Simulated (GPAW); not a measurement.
**MgO (Fm-3m): G0W0 with GPAW, start to end**

How does a plane-wave GW calculation on MgO (Fm-3m) run from the first input to the gap?

Calculated with GPAW 26.7.0; PBE and many-body steps on it, plane waves.

Most raw output is cut from this account.

The database entry behind the starting cell differs from later determinations by our own check (about 0.1 % long), so it need not match the best structure at ambient conditions.

**1. Set-up**

Symmetry: Fm-3m, No. 225, cubic system. The conventional cell has a = 4.217 Å, b = 4.217 Å, c = 4.217 Å, α = 90.00°, β = 90.00°, γ = 90.00°. Nearest to Mg lie 6 O at 2.11 Å. Nearest to O lie 6 Mg at 2.11 Å. Farther neighbours and most contacts between anions are not listed.

The cell and positions come from the Crystallography Open Database and are kept as given unless a step says otherwise.

**2. Ground state**

This step: GPAW 26.7.0; DFT, PBE, plane waves, PAW.

The ground-state density comes first.

Contents of run.py:

```python
import json
import numpy as np
from gpaw.mpi import world
from ase import Atoms
from gpaw import GPAW, PW, FermiDirac

atoms = Atoms(['Mg', 'O'],
    cell=[[0.0000000000, 2.1085000000, 2.1085000000],
      [2.1085000000, 0.0000000000, 2.1085000000],
      [2.1085000000, 2.1085000000, 0.0000000000]],
    scaled_positions=[[0.0000000000, 0.0000000000, 0.0000000000],
      [0.5000000000, 0.5000000000, 0.5000000000]],
    pbc=(True, True, True))
calc = GPAW(mode=PW(600),
    xc='PBE',
    kpts={'size': (10, 10, 10), 'gamma': True},
    occupations=FermiDirac(0.001),
    nbands=-7,
    convergence={'density': 1e-6, 'bands': -3},
    maxiter=100,
    txt='gs.txt')
atoms.calc = calc
res = {'energy': atoms.get_potential_energy()}
kpts = calc.get_ibz_k_points()
res['kpts'] = kpts
res['eigenvalues'] = [calc.get_eigenvalues(kpt=k) for k in range(len(kpts))]
res['n_electrons'] = calc.get_number_of_electrons()
calc.write('gs.gpw')

if world.rank == 0:
    with open('result.json', 'w') as f:
        json.dump(res, f, default=lambda x: x.tolist())
```

Command:

```sh
$ mpirun -n 4 gpaw python run.py
```

The job ended after 5 s (4 MPI ranks of Arm Neoverse V2, shared host; peak memory 0.6 GiB).

This step gave:

```yaml
total_energy: -12.12 eV
gap: 4.724 eV
k_of_the_valence_top: 0, 0, 0
k_of_the_conduction_bottom: 0, 0, 0
least_direct_gap: 4.724 eV
```

The gap is direct, at Γ.

**3. Bands along the symmetry lines**

Levels along a band path, at the cheap level, show where the edges lie and whether the meshes to come will hold them.

Contents of run.py:

```python
import json
import numpy as np
from gpaw.mpi import world
from gpaw import GPAW

path = [[0.000000, 0.000000, 0.000000],
    [0.062500, 0.000000, 0.062500],
    [0.125000, 0.000000, 0.125000],
    [0.187500, 0.000000, 0.187500],
    [0.250000, 0.000000, 0.250000],
    [0.312500, 0.000000, 0.312500],
    [0.375000, 0.000000, 0.375000],
    [0.437500, 0.000000, 0.437500],
    [0.500000, 0.000000, 0.500000],
    [0.515625, 0.031250, 0.515625],
    [0.531250, 0.062500, 0.531250],
    [0.546875, 0.093750, 0.546875],
    [0.562500, 0.125000, 0.562500],
    [0.578125, 0.156250, 0.578125],
    [0.593750, 0.187500, 0.593750],
    [0.609375, 0.218750, 0.609375],
    [0.625000, 0.250000, 0.625000],
    [0.375000, 0.375000, 0.750000],
    [0.328125, 0.328125, 0.656250],
    [0.281250, 0.281250, 0.562500],
    [0.234375, 0.234375, 0.468750],
    [0.187500, 0.187500, 0.375000],
    [0.140625, 0.140625, 0.281250],
    [0.093750, 0.093750, 0.187500],
    [0.046875, 0.046875, 0.093750],
    [0.000000, 0.000000, 0.000000],
    [0.062500, 0.062500, 0.062500],
    [0.125000, 0.125000, 0.125000],
    [0.187500, 0.187500, 0.187500],
    [0.250000, 0.250000, 0.250000],
    [0.312500, 0.312500, 0.312500],
    [0.375000, 0.375000, 0.375000],
    [0.437500, 0.437500, 0.437500],
    [0.500000, 0.500000, 0.500000],
    [0.500000, 0.468750, 0.531250],
    [0.500000, 0.437500, 0.562500],
    [0.500000, 0.406250, 0.593750],
    [0.500000, 0.375000, 0.625000],
    [0.500000, 0.343750, 0.656250],
    [0.500000, 0.312500, 0.687500],
    [0.500000, 0.281250, 0.718750],
    [0.500000, 0.250000, 0.750000],
    [0.500000, 0.218750, 0.718750],
    [0.500000, 0.187500, 0.687500],
    [0.500000, 0.156250, 0.656250],
    [0.500000, 0.125000, 0.625000],
    [0.500000, 0.093750, 0.593750],
    [0.500000, 0.062500, 0.562500],
    [0.500000, 0.031250, 0.531250],
    [0.500000, 0.000000, 0.500000]]
calc = GPAW('gs.gpw').fixed_density(kpts=path,
    symmetry='off',
    nbands=18,
    convergence={'bands': 14},
    txt='bands.txt')
res = {}
kpts = calc.get_ibz_k_points()
res['kpts'] = kpts
res['eigenvalues'] = [calc.get_eigenvalues(kpt=k) for k in range(len(kpts))]
res['n_electrons'] = calc.get_number_of_electrons()

if world.rank == 0:
    with open('result.json', 'w') as f:
        json.dump(res, f, default=lambda x: x.tolist())
```

Command:

```sh
$ mpirun -n 4 gpaw python run.py
```

Run time: 4.4 s. Hardware: 4 MPI ranks; peak memory 0.62 GiB; 17 s of CPU time.

This step gave:

```yaml
gap: 4.724 eV
k_of_the_valence_top: 0, 0, 0
k_of_the_conduction_bottom: 0, 0, 0
least_direct_gap: 4.724 eV
```

The gap is 4.724 eV, as in the run before at this level.

The electronic bands at the labelled points (eV, zero at the top of the highest filled band; v1 is the highest filled band, c1 the lowest empty one):

```
    point      v4     v3     v2     v1     c1     c2     c3     c4
        Γ  -17.21   0.00   0.00   0.00   4.72  15.81  15.81  15.81
  halfway  -16.46  -2.62  -0.73  -0.73   8.06  11.17  15.51  17.46
        X  -15.69  -4.05  -1.34  -1.34   9.14   9.99  13.08  18.96
  halfway  -15.68  -3.90  -1.79  -1.29   9.52  10.51  12.92  18.58
        U  -15.67  -3.47  -2.69  -1.14  10.10  11.80  12.52  18.12
jump to K  -15.67  -3.47  -2.69  -1.14  10.10  11.80  12.52  18.12
  halfway  -16.39  -2.93  -1.17  -0.39   8.16  11.99  15.38  17.92
        Γ  -17.21   0.00   0.00   0.00   4.72  15.81  15.81  15.81
  halfway  -16.62  -2.65  -0.34  -0.34   7.08  12.57  16.65  16.65
        L  -15.92  -4.60  -0.65  -0.65   7.89  12.60  16.31  16.31
  halfway  -15.78  -3.98  -1.92  -0.98   9.66  12.19  13.52  16.89
        W  -15.63  -2.93  -2.93  -1.76  11.64  11.64  12.20  15.51
  halfway  -15.66  -3.75  -1.89  -1.56  10.01  10.88  12.74  17.33
        X  -15.69  -4.05  -1.34  -1.34   9.14   9.99  13.08  18.96
```

**4. Empty states on the mesh, 6×6×6 mesh, 88 bands**

The sums over transitions need many empty states on a uniform mesh; this step solves for them.

Contents of run.py:

```python
import json
import numpy as np
from gpaw.mpi import world
from gpaw import GPAW

calc = GPAW('gs.gpw').fixed_density(kpts={'size': (6, 6, 6), 'gamma': True},
    parallel={'domain': 1, 'band': 1},
    txt='nscf.txt')
calc.diagonalize_full_hamiltonian(nbands=88)
calc.write('full.gpw', mode='all')
res = {}
kpts = calc.get_ibz_k_points()
res['kpts'] = kpts
res['eigenvalues'] = [calc.get_eigenvalues(kpt=k) for k in range(len(kpts))]
res['n_electrons'] = calc.get_number_of_electrons()

if world.rank == 0:
    with open('result.json', 'w') as f:
        json.dump(res, f, default=lambda x: x.tolist())
```

Command:

```sh
$ mpirun -n 4 gpaw python run.py
```

Elapsed: 4.6 s, on 4 MPI ranks; peak memory 0.76 GiB; 18 s of CPU time.

This step gave:

* gap: 4.724 eV
* k of the valence top: 0, 0, 0
* k of the conduction bottom: 0, 0, 0
* least direct gap: 4.724 eV
* k points computed: 16
* lowest point of the top converged band, above the valence top: 138.9554 eV

On this mesh the gap is 4.724 eV.

**5. Screening and self-energy, 6×6×6 mesh, 78 bands, screening to 150 eV**

G0W0 replaces the xc potential by the self-energy, built once from these orbitals. Only a window of levels is corrected, while the sums run over the empty bands that the input names.

This step: G0W0 on PBE, plane waves, PAW.

Contents of run.py:

```python
import json
import numpy as np
from gpaw.mpi import world
from gpaw.response.g0w0 import G0W0

gw = G0W0('full.gpw',
    filename='gw',
    kpts=[0],
    bands=(6, 10),
    ecut=150,
    nbands=78,
    integrate_gamma='WS',
    ppa=True)
gw.calculate()
res = {mode: {k: v for k, v in r.items() if k != 'sigma_eskwn'}
       for mode, r in gw.all_results.items()}

if world.rank == 0:
    with open('result.json', 'w') as f:
        json.dump(res, f, default=lambda x: x.tolist())
```

Command:

```sh
$ mpirun -n 4 gpaw python run.py
```

Run time: 31 s. Hardware: 4 MPI ranks; peak memory 0.88 GiB; 2.1 min of CPU time.

Numbers from this step:

```yaml
g0w0_gap_on_the_points_computed: 7.110 eV
least_direct_g0w0_gap_on_the_computed_points: 7.110 eV
z_at_the_valence_top: 0.8001
z_at_the_conduction_bottom: 0.8528
starting_gap_on_the_mesh: 4.724 eV
k_of_the_valence_top: 0, 0, 0
k_of_the_conduction_bottom: 0, 0, 0
```

The gap on the mesh goes from 4.72 eV to 7.11 eV, a correction of +2.39 eV.

Limits: finite bands, cutoff and mesh. v1 is the top filled band, c1 the lowest empty one. The levels before and after the correction (eV, zero at the valence-band top of each column):

```
           conduction bottom  valence top
Kohn-Sham               4.72         0.00
     G0W0               7.11         0.00
```

```
             level  energy (eV)
Kohn-Sham  Γ v2-v1        0.000
Kohn-Sham     Γ c1        4.724
Kohn-Sham     Γ c2       15.806
     G0W0  Γ v2-v1        0.000
     G0W0     Γ c1        7.110
     G0W0     Γ c2       18.225
```

**6. Where the time went**

Times are wall times on 4 MPI ranks of Arm Neoverse V2, shared host, good to a factor of about two.

```
                          step   time  share  memory (GiB)
                  ground state    5 s   11 %           0.6
bands along the symmetry lines  4.4 s   10 %          0.62
      empty states on the mesh  4.6 s   10 %          0.76
     screening and self-energy   31 s   69 %          0.88
```

**7. Outcome**

* PBE gap: 4.72 eV, direct
* G0W0 gap on the mesh: 7.11 eV
* GW settings: 6×6×6 mesh, 78 bands, screening to 150 eV, Godby-Needs plasmon pole
* known limits: not at the basis limit

What this shows: G0W0 moves the gap on the mesh from 4.72 eV to 7.11 eV (+2.39 eV), with Z of 0.80 and 0.85 at the edges. Only 1 of the mesh's irreducible points was corrected, so a valley elsewhere could overtake. The dearest step here is «screening and self-energy». Bands and cutoff are finite, so the gap is not at the basis limit. The miss can reach some tenths of an eV and take either sign; the mesh is an error of its own. These stock PAW sets were not made for GW. In the G0W0 run levels were corrected at 1 k point alone, so a gap called «on the mesh» is the least over those, and an edge elsewhere would be missed.

[Paths, hosts, dates, memory and timing lines, banners, echoed tables and standing remarks are left out of the program output.]

[Logs are printed without paths, hosts, clocks, repeated set-up lines and the standing remarks that a program may print on its own settings, such as how far it seeks lower states.]

[Runs of the session that timed out or met a known fault of the program may be left out.]

[Hosts, paths, dates, database ids (printed as entryN), source tags and the programs' standing remarks are cut or masked in the printed files.]
